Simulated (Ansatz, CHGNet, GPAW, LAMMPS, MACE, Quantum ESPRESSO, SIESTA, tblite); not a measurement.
## Running glassy 61Al2O3-39P2O5 (mol %) (104 atoms) with GPAW

How do the settings of GPAW change the result for glassy 61Al2O3-39P2O5 (mol %) (104 atoms)? A plane-wave run serves as the yardstick.

Program: GPAW 26.7.0. Level of theory: the method is named at each step. Results are calculated unless marked as measured.

**1. Starting point**

The cell holds 104 atoms: 22 Al, 14 P and 68 O. Its edges and angles: a = 10.928 Å, b = 10.928 Å, c = 10.928 Å, α = 90.0°, β = 90.0°, γ = 90.0°. 104 atoms (22 Al, 14 P, 68 O) placed at random at 2.66 g/cm³, melted at 4000 K for 10 ps at fixed volume with the Morse and Coulomb pair potential with partial charges (Pedone, Malavasi, Menziani, Cormack and Segre, J. Phys. Chem. B 110, 11780 (2006)). Quenched from 4000 K to 300 K at 50 K/ps and fixed volume, held 10 ps at zero pressure.

The yardstick, on the same geometry:

```
method                                           : Kohn-Sham DFT, PBE, SSSP efficiency 1.3.0 pseudopotentials, plane waves (Quantum ESPRESSO 7.5); sssp-pbe-1.3.0-efficiency, cutoffs 60/480 Ry, Γ point
r.m.s. force component                           : 1.16 eV/Å
longest force                                    : 5.092 eV/Å
pressure                                         : 5.52 GPa
gap (highest filled to lowest empty level) : 3.349 eV
time                                             : 4.4 min on 4 MPI ranks of Arm Neoverse V2, shared host
CPU time                                         : 18 min
```

**2. PBE, LCAO dzp, h 0.18 Å**

Method: Kohn-Sham DFT, PBE, PAW, atomic orbitals (dzp).

Input file run.py:

```python
import numpy as np
from ase.io import read
from gpaw import GPAW, FermiDirac
from ase.parallel import parprint as print

atoms = read("structure.xyz")
atoms.calc = GPAW(
    mode="lcao",
    basis="dzp",
    h=0.18,
    xc="PBE",
    kpts={"size": (1, 1, 1), "gamma": True},
    occupations=FermiDirac(0.05),
    maxiter=200,
    symmetry={"point_group": False},
    txt="gpaw.txt",
)
energy = atoms.get_potential_energy(force_consistent=True)
forces = atoms.get_forces()
print(f"energy {energy:.6f} eV")
print("forces (eV/A)")
for i, (a, f) in enumerate(zip(atoms, forces)):
    print(f"{i:4d} {a.symbol:2s} {f[0]:10.5f} {f[1]:10.5f} {f[2]:10.5f}")
print(f"Fermi level {atoms.calc.get_fermi_level():.4f} eV")
for k in range(len(atoms.calc.get_ibz_k_points())):
    for s in range(atoms.calc.get_number_of_spins()):
        e = atoms.calc.get_eigenvalues(kpt=k, spin=s)
        n = np.searchsorted(e, atoms.calc.get_fermi_level())
        print(f"k {k} spin {s} levels about the Fermi level:", np.round(e[max(n - 6, 0):n], 4).tolist(), "|", np.round(e[n:n + 6], 4).tolist())
```

Input file structure.xyz:

```xyz
104
Lattice="10.92802 0.00000 0.00000 0.00000 10.92802 0.00000 0.00000 0.00000 10.92802" Properties=species:S:1:pos:R:3 pbc="T T T"
Al 2.02518 5.49581 3.82513
Al 9.35122 0.77217 5.44456
Al 5.14382 6.34404 3.01045
Al 3.98348 8.40496 0.57558
Al 9.10435 6.67298 6.18701
Al 1.71537 5.10666 6.75461
Al 10.86890 8.38343 7.62087
Al 3.02291 6.99907 8.53544
Al 4.60452 0.84933 2.62808
Al 8.82153 3.07722 3.57117
Al 9.23603 8.70854 1.20405
Al 4.40366 5.19059 0.63186
Al 5.76759 6.05511 9.06293
Al 2.58776 2.26079 3.81858
Al 0.66661 7.85419 4.93477
Al 5.56826 3.54844 3.62701
Al 8.83989 2.09086 8.93781
Al 8.55577 10.46402 8.17689
Al 10.91021 6.28394 9.15101
Al 4.06260 9.73512 7.29117
Al 0.94910 1.20022 9.69862
Al 3.82197 7.22080 5.29386
P 8.48943 5.93271 2.42679
P 1.04024 9.06687 10.51407
P 6.75395 8.85760 9.99717
P 7.50012 10.34807 3.42025
P 4.81980 4.15461 6.71789
P 9.79325 3.68384 6.38142
P 0.28566 2.38919 1.56019
P 1.51998 0.78441 6.52075
P 1.12854 5.33156 1.10898
P 8.22508 4.81893 10.48609
P 3.94633 2.14309 10.65591
P 6.39191 8.26737 5.50892
P 5.63460 1.52522 8.19219
P 2.80074 9.51590 3.49194
O 0.10229 0.35680 5.96768
O 8.17438 9.70638 2.23030
O 9.69687 0.68792 9.05485
O 6.78685 5.16863 10.18295
O 3.55576 8.83082 4.62594
O 3.54909 9.22347 2.21041
O 9.93379 2.36734 2.43247
O 2.12801 1.72291 5.44937
O 0.29047 4.10271 6.44546
O 9.44279 9.15211 7.81244
O 6.18187 0.06688 2.95133
O 8.04641 8.51173 10.74487
O 1.58751 5.76158 8.45162
O 4.41700 3.56002 10.86671
O 3.05777 0.08021 3.55051
O 5.24862 4.26127 5.23944
O 3.58854 6.82018 6.83176
O 6.45289 7.63268 9.12359
O 5.57613 7.29270 4.67053
O 7.08070 6.31377 2.89625
[... 44 atom lines left out ...]
O 0.98757 8.60461 6.45474
O 9.57371 2.67715 5.26774
O 5.39637 8.89716 6.42644
O 9.25243 7.15184 1.97284
```

Run with:

```
OMP_NUM_THREADS=1 mpirun -np 2 gpaw python run.py > output.txt
```

The program printed:

```text
energy -692.593615 eV
forces (eV/A)
   0 Al    0.16890    0.00134   -1.15336
   1 Al    2.72905    0.05006    4.18343
   2 Al    2.17852    0.09765   -1.68418
   3 Al    1.13369   -0.73596    1.14042
   4 Al   -0.32476    0.35410    0.09213
   5 Al   -0.06582    1.34227   -0.34752
   6 Al   -1.39768    0.95607    1.35686
   7 Al    0.32842    0.97660   -1.30812
   8 Al   -0.06678   -1.79991    0.08689
   9 Al   -0.41045    1.34849   -0.37390
  10 Al   -0.83843    0.09213   -1.55237
  11 Al   -0.99796    0.87401    0.58844
  12 Al   -0.32561    0.61605   -0.45914
  13 Al   -1.59360   -0.72231    0.81860
  14 Al   -0.40439    0.43279    1.32388
  15 Al    0.47959    0.40574   -0.13596
  16 Al   -2.67059    1.89359    2.05360
  17 Al    0.37276    1.65985   -0.74385
  18 Al   -1.28095   -0.90990    0.47073
  19 Al   -1.29311    0.47912    0.49582
  20 Al   -0.39894   -1.13543   -2.08612
  21 Al   -0.69561    0.40656   -2.68100
  22 P    -2.39855   -0.54941    0.42580
  23 P     0.52807    0.30861    0.15687
[...]
96 O     1.41723   -1.62758   -0.96354
  97 O     0.19121   -1.28189    0.29844
  98 O    -1.12276    0.01828    0.94095
  99 O     0.46123   -1.20228    1.71387
 100 O     3.91580    1.02088   -2.63789
 101 O    -0.97281   -3.08702   -4.05979
 102 O    -0.39999    1.07861    1.19589
 103 O     2.20844    1.26429    0.64221
Fermi level 4.8771 eV
k 0 spin 0 levels about the Fermi level: [2.922, 2.9896, 3.0171, 3.1193, 3.2, 3.3603] | [6.5533, 7.7335, 7.8321, 8.0779, 8.1804, 8.3908]
```

gpaw.txt:

```text
Input parameters:
  mode=LCAO(),
  basis={'default': 'dzp'},
  h=0.18,
  kpts=MonkhorstPack(size=(1, 1, 1), gamma=True),
  maxiter=200,
  occupations=Occupations(name='fermi-dirac', width=0.05, fixmagmom=False),
  symmetry=Symmetry(point_group=False),
  xc=XC(name='PBE')
Unit cell  # Å
| periodic |         x |         y |         z |   lengths |    angles |
|----------|-----------|-----------|-----------|-----------|-----------|
|      yes | 10.928020 |  0.000000 |  0.000000 | 10.928020 | 90.000000 |
|      yes |  0.000000 | 10.928020 |  0.000000 | 10.928020 | 90.000000 |
|      yes |  0.000000 |  0.000000 | 10.928020 | 10.928020 | 90.000000 |
Number of symmetries: 1
Symmetry operations  # r_c * U_cc + t_c -> r_c
|   | kind |            matrix            |
|---|------|------------------------------|
| 0 |  E   |  1, 0, 0,  0, 1, 0,  0, 0, 1 |
BZ-sampling:
  Number of BZ points: 1
  Number of IBZ points: 1
  Monkhorst-Pack size: [1, 1, 1]
  Monkhorst-Pack shift: [0, 0, 0]
[... lines left out ...]
        l=0, rc=2.2969 Bohr: 2s-dz split-valence wave
        l=1, rc=2.8906 Bohr: 2p-dz split-valence wave
        l=2, rc=5.3906 Bohr: d-type Gaussian polarization
      Number of RI-basis functions 0
Reference energy: -414294.059526  # eV
eigensolver:
density mixing:
  MSR1-Mixer
occupation numbers:
  Fermi-Dirac:
    width: 0.0500  # eV
FastPoissonSolver using
    Stencil: 6*3+1=19 point O(h^6) finite-difference Laplacian
xc functional:
  name: PBE with 2 nearest neighbor stencil
interpolation: tri-quintic # 5. degree polynomial
Initialization done in: 5.627 s
convergence criteria:
- Maximum [total energy] change in last 3 cyles: 0.0005 eV / valence electron
- Maximum integral of absolute [dens]ity change: 0.0001 electrons / valence electron
- Maximum integral of absolute [eigenst]ate change: 4e-08 eV^2 / valence electron
maximum number of iterations: 200
SCF iterations
|iter     |      energy | eigst |  dens |
|---------|-------------|-------|-------|
|iter:   1| -768.168271 |      c|       |
|iter:   2| -749.319193 |      c| -0.77 |
|iter:   3| -692.198343 |      c| -0.81 |
|iter:   4| -692.446186 |      c| -1.45 |
|iter:   5| -692.633841 |      c| -1.76 |
|iter:   6| -692.594709c|      c| -2.33 |
|iter:   7| -692.593885c|      c| -3.06 |
|iter:   8| -692.593625c|      c| -3.47 |
|iter:   9| -692.593615c|      c| -4.06c|
Converged in 9 steps
SCF loop duration: 66.689 s (7.410 s/step)
Energy contributions relative to reference atoms: (reference = -414294.059526)
Energy contributions:
  Kinetic:         822.821862
  Coulomb:        -666.966031
  Zero:             10.775603
  External:          0.000000
  Xc:             -859.225048
  Entropy:          -0.000000
  Spinorbit:         0.000000
  ----------------------------
  Free energy:    -692.593615
  Extrapolated:   -692.593615
dipole moment: (-55.396642, -75.558998, 107.641057)  # |e|*Ang
Fermi level: 4.877
Eigenvalues  # (at kpt = [0.000, 0.000, 0.000])
| band index |      eig [eV] | occ [0-2] |
|------------|---------------|-----------|
|          0 |       -20.391 |     2.000 |
|        ... |               |           |
|        264 |         2.661 |     2.000 |
|        265 |         2.822 |     2.000 |
[...]
|        279 |         8.498 |     0.000 |
|        ... |               |           |
|        330 |        11.739 |     0.000 |
Gap: 3.193 eV
Transition (v -> c):
  (s=0, k=0, n=271, [0.00, 0.00, 0.00]) -> (s=0, k=0, n=272, [0.00, 0.00, 0.00])
No difference between direct/indirect transitions
Force computation time: 15.724  # s
```

Elapsed: 90 s, on 2 MPI ranks of Arm Neoverse V2, shared host; peak memory 2 GiB; 3 min of CPU time.

Banners, paths, timers and routine set-up lines are dropped from the logs unmarked, and long logs keep their key lines alone; longer cuts are marked.

Compared with the plane-wave run:

```
r.m.s. force component                           : 1.382 eV/Å
r.m.s. difference of force components            : 387.9 meV/Å
longest difference of force vectors              : 1243 meV/Å
force difference over r.m.s. force               : 33.43 %
slope of forces against the reference's          : 1.153
correlation of force components                  : 0.9684
gap (highest filled to lowest empty level) : 3.193 eV
gap difference                                   : -0.1558 eV
```

This run lies far from the reference in forces at the same functional.

Length of the force difference by element (eV/Å):

| element | atoms | mean | most |
| --- | --- | --- | --- |
| Al | 22 | 0.25 | 0.45 |
| O | 68 | 0.75 | 1.2 |
| P | 14 | 0.25 | 0.45 |

Levels nearest the highest filled one (eV from it): -0.44, -0.37, -0.34, -0.24, -0.16, 0.00, 3.19, 4.37, 4.47, 4.72, 4.82, 5.03.

The surroundings of O56, picked at random, nearest first, numbered as they follow in the input and with coordinates relative to it.

| atom | x | y | z | distance (Å) | bonds | Fx | Fy | Fz (eV/Å) |
| --- | --- | --- | --- | --- | --- | --- | --- | --- |
| O56 | 0.00 | 0.00 | 0.00 | 0.00 | 2 | -0.42 | 0.42 | 0.46 |
| P23 | 1.41 | -0.38 | -0.47 | 1.53 | 4 | -2.40 | -0.55 | 0.43 |
| Al3 | -1.94 | 0.03 | 0.11 | 1.94 | 5 | 2.18 | 0.10 | -1.68 |
| O104 | 2.17 | 0.84 | -0.92 | 2.50 | 2 | 2.21 | 1.26 | 0.64 |
| O55 | -1.50 | 0.98 | 1.77 | 2.52 | 3 | -1.05 | -2.19 | -1.88 |
| O70 | 2.03 | -1.48 | 0.40 | 2.54 | 2 | 1.39 | 0.42 | 0.76 |
| O76 | 1.31 | -1.13 | -1.87 | 2.54 | 2 | -0.04 | -0.91 | 1.54 |
| O75 | -1.95 | -1.67 | -0.57 | 2.63 | 3 | -0.03 | 0.14 | -0.44 |
| O72 | -2.36 | 0.59 | -1.59 | 2.91 | 3 | 0.00 | 0.00 | -0.17 |

Atoms are counted from 1 here, from 0 in the log.

Forces lie 33 % from the reference's, at 0.17 times its CPU time (on 2 against 4 cores).

The difference per atom is largest on O (0.75 eV/Å on average, against 0.25 on Al).

**3. PBE, LCAO szp(dzp), h 0.18 Å**

Method: Kohn-Sham DFT, PBE, PAW, atomic orbitals (szp(dzp)).

run.py, as its differences from that of step 2:

```diff
@@ -3,3 +3,2 @@
 from gpaw import GPAW, FermiDirac
-from ase.parallel import parprint as print
 
@@ -8,3 +7,3 @@
     mode="lcao",
-    basis="dzp",
+    basis="szp(dzp)",
     h=0.18,
```

structure.xyz is that of step 2.

Run with:

```
OMP_NUM_THREADS=1 python run.py > output.txt
```

The program printed:

```text
energy -656.526862 eV
forces (eV/A)
   0 Al    0.04894   -0.26685   -1.33771
   1 Al    2.60778   -0.09153    4.81963
   2 Al    2.48035    0.13165   -1.79998
   3 Al    1.20259   -0.60792    1.17447
   4 Al   -0.12764    0.46530   -0.37896
   5 Al   -0.14544    1.20484   -0.35621
   6 Al   -1.28347    1.27199    1.10994
   7 Al    0.35791    1.11726   -1.22612
   8 Al   -0.09584   -1.91526    0.01641
   9 Al   -0.44504    1.44045   -0.55829
  10 Al   -0.90290   -0.07407   -1.75399
  11 Al   -1.13457    0.73968    0.59798
[...]
99 O     0.55491   -1.26190    1.66920
 100 O     3.64503    0.91562   -2.54570
 101 O    -1.07688   -3.46062   -4.50480
 102 O    -0.58424    1.22357    1.30458
 103 O     2.49087    1.75752    0.47558
Fermi level 5.0491 eV
k 0 spin 0 levels about the Fermi level: [3.2101, 3.2713, 3.2992, 3.386, 3.5498, 3.6684] | [6.7658, 7.8493, 7.9834, 8.14, 8.2948, 8.4583]
```

gpaw.txt:

```text
Input parameters:
  mode=LCAO(),
  basis={'default': 'szp(dzp)'},
  h=0.18,
  kpts=MonkhorstPack(size=(1, 1, 1), gamma=True),
  maxiter=200,
  occupations=Occupations(name='fermi-dirac', width=0.05, fixmagmom=False),
  symmetry=Symmetry(point_group=False),
  xc=XC(name='PBE')
[... lines left out ...]
  Fermi-Dirac:
[... lines left out ...]
convergence criteria:
- Maximum [total energy] change in last 3 cyles: 0.0005 eV / valence electron
[... lines left out ...]
Converged in 9 steps
[... lines left out ...]
  Free energy:    -656.526862
[... lines left out ...]
Fermi level: 5.049
[... lines left out ...]
|          0 |       -20.742 |     2.000 |
|        ... |               |           |
|        264 |         2.957 |     2.000 |
|        265 |         3.083 |     2.000 |
[...]
|        279 |         8.658 |     0.000 |
|        ... |               |           |
|        330 |        12.086 |     0.000 |
Gap: 3.097 eV
Transition (v -> c):
  (s=0, k=0, n=271, [0.00, 0.00, 0.00]) -> (s=0, k=0, n=272, [0.00, 0.00, 0.00])
No difference between direct/indirect transitions
Force computation time: 23.012  # s
timing:  # [seconds]
  Total:  120.007  # ━━━━━━━━━━━━━━━━━━━━━━━━━━━━━━━━━━━━━━━━━━━━━━━━━━━━━━━━
  Init:     8.770  # ━━━━
  SCF:     88.195  # ━━━━━━━━━━━━━━━━━━━━━━━━━━━━━━━━━━━━━━━━━
  Forces:  23.012  # ━━━━━━━━━━╸
```

Elapsed: 2 min, on 1 thread; peak memory 1.6 GiB.

Against the reference:

- r.m.s. force component: 1.489 eV/Å
- r.m.s. difference of force components: 536.9 meV/Å
- longest difference of force vectors: 1829 meV/Å
- force difference over r.m.s. force: 46.27 %
- slope of forces against the reference's: 1.216
- correlation of force components: 0.9478
- gap (highest filled to lowest empty level): 3.097 eV
- gap difference: -0.2514 eV

This is a coarse setting, run to see what it loses.

Against the first run (33 %), the force difference from the reference is 46 %, at 0.67 times the CPU time (on 1 against 2 cores), with 936 basis functions against 1352: the smaller basis costs accuracy.

**4. LDA, LCAO dzp, h 0.18 Å**

Method: Kohn-Sham DFT, LDA, PAW, atomic orbitals (dzp).

run.py, as its differences from that of step 3:

```diff
@@ -3,2 +3,3 @@
 from gpaw import GPAW, FermiDirac
+from ase.parallel import parprint as print
 
@@ -7,5 +8,5 @@
     mode="lcao",
-    basis="szp(dzp)",
+    basis="dzp",
     h=0.18,
-    xc="PBE",
+    xc="LDA",
     kpts={"size": (1, 1, 1), "gamma": True},
```

structure.xyz is that of step 3.

Run with:

```
OMP_NUM_THREADS=1 mpirun -np 2 gpaw python run.py > output.txt
```

The program printed:

```text
energy -772.032605 eV
forces (eV/A)
   0 Al    0.22587   -0.03283   -1.10642
   1 Al    2.55822    0.03843    4.18580
   2 Al    2.05574    0.00522   -1.69808
   3 Al    1.12155   -0.76650    1.21239
   4 Al   -0.23217    0.34222    0.06813
   5 Al   -0.06797    1.32161   -0.34797
   6 Al   -1.41970    0.89838    1.28930
   7 Al    0.46892    0.94551   -1.32352
   8 Al   -0.10715   -1.65020    0.13472
   9 Al   -0.40891    1.38597   -0.40409
  10 Al   -0.90188   -0.01583   -1.53426
  11 Al   -1.11407    0.81092    0.65784
  12 Al   -0.34288    0.63487   -0.38897
  13 Al   -1.56847   -0.59539    0.84330
  14 Al   -0.39853    0.41896    1.41663
  15 Al    0.41617    0.36655   -0.13426
  16 Al   -2.56431    1.85756    1.88632
  17 Al    0.44079    1.59620   -0.75560
  18 Al   -1.22834   -0.84426    0.46703
  19 Al   -1.24395    0.47053    0.53101
  20 Al   -0.30367   -1.21431   -1.94073
  21 Al   -0.63746    0.41634   -2.62109
  22 P    -2.36285   -0.56570    0.35825
  23 P     0.48953    0.31499    0.10300
[...]
96 O     1.39236   -1.40113   -0.98606
  97 O     0.06811   -1.04533    0.13523
  98 O    -0.77382   -0.03240    0.97665
  99 O     0.58538   -1.10838    1.54264
 100 O     3.54784    0.81359   -2.59591
 101 O    -1.02343   -2.89500   -3.80099
 102 O    -0.34939    0.89138    0.95727
 103 O     1.86809    1.07829    0.59302
Fermi level 4.4624 eV
k 0 spin 0 levels about the Fermi level: [2.5531, 2.6219, 2.646, 2.7529, 2.8244, 2.9851] | [6.0956, 7.2473, 7.3734, 7.6075, 7.7061, 7.9319]
```

gpaw.txt:

```text
Input parameters:
  mode=LCAO(),
  basis={'default': 'dzp'},
  h=0.18,
  kpts=MonkhorstPack(size=(1, 1, 1), gamma=True),
  maxiter=200,
  occupations=Occupations(name='fermi-dirac', width=0.05, fixmagmom=False),
  symmetry=Symmetry(point_group=False),
  xc=XC(name='LDA')
Unit cell  # Å
| periodic |         x |         y |         z |   lengths |    angles |
[... lines left out ...]
  Fermi-Dirac:
[... lines left out ...]
convergence criteria:
- Maximum [total energy] change in last 3 cyles: 0.0005 eV / valence electron
[... lines left out ...]
Converged in 9 steps
[... lines left out ...]
  Coulomb:        -548.024635
  Zero:             10.105746
  External:          0.000000
  Xc:             -921.253111
  Entropy:          -0.000000
  Spinorbit:         0.000000
  ----------------------------
  Free energy:    -772.032605
  Extrapolated:   -772.032605
dipole moment: (-55.458409, -75.613509, 107.510909)  # |e|*Ang
Fermi level: 4.462
Eigenvalues  # (at kpt = [0.000, 0.000, 0.000])
| band index |      eig [eV] | occ [0-2] |
|------------|---------------|-----------|
|          0 |       -20.528 |     2.000 |
|        ... |               |           |
|        264 |         2.293 |     2.000 |
|        265 |         2.449 |     2.000 |
[...]
|        279 |         8.031 |     0.000 |
|        ... |               |           |
|        330 |        11.191 |     0.000 |
Gap: 3.110 eV
Transition (v -> c):
  (s=0, k=0, n=271, [0.00, 0.00, 0.00]) -> (s=0, k=0, n=272, [0.00, 0.00, 0.00])
No difference between direct/indirect transitions
Force computation time: 17.202  # s
```

Run time: 89 s. Hardware: 2 MPI ranks; peak memory 2 GiB.

Numbers from this run, and their distance from the reference:

- r.m.s. force component: 1.279 eV/Å
- r.m.s. difference of force components: 247 meV/Å
- longest difference of force vectors: 886.5 meV/Å
- force difference over r.m.s. force: 21.29 %
- slope of forces against the reference's: 1.084
- correlation of force components: 0.9841
- gap (highest filled to lowest empty level): 3.111 eV
- gap difference: -0.2383 eV

Against the first run (33 %), the force difference from the reference is 21 %, at 0.98 times the CPU time; another functional landing nearer a PBE reference means that errors partly cancel.

(Part 1 of 2 ends here.)

[Also dropped from logs without a mark: logging warnings of Python, and SIESTA's first energy breakdown and zero terms.]

[Logs are printed without paths, hosts, clocks, repeated set-up lines and the standing remarks that a program may print on its own settings, such as how far it seeks lower states.]

[Hosts, paths, dates, database ids (printed as entryN), source tags and the programs' standing remarks are cut or masked in the printed files.]
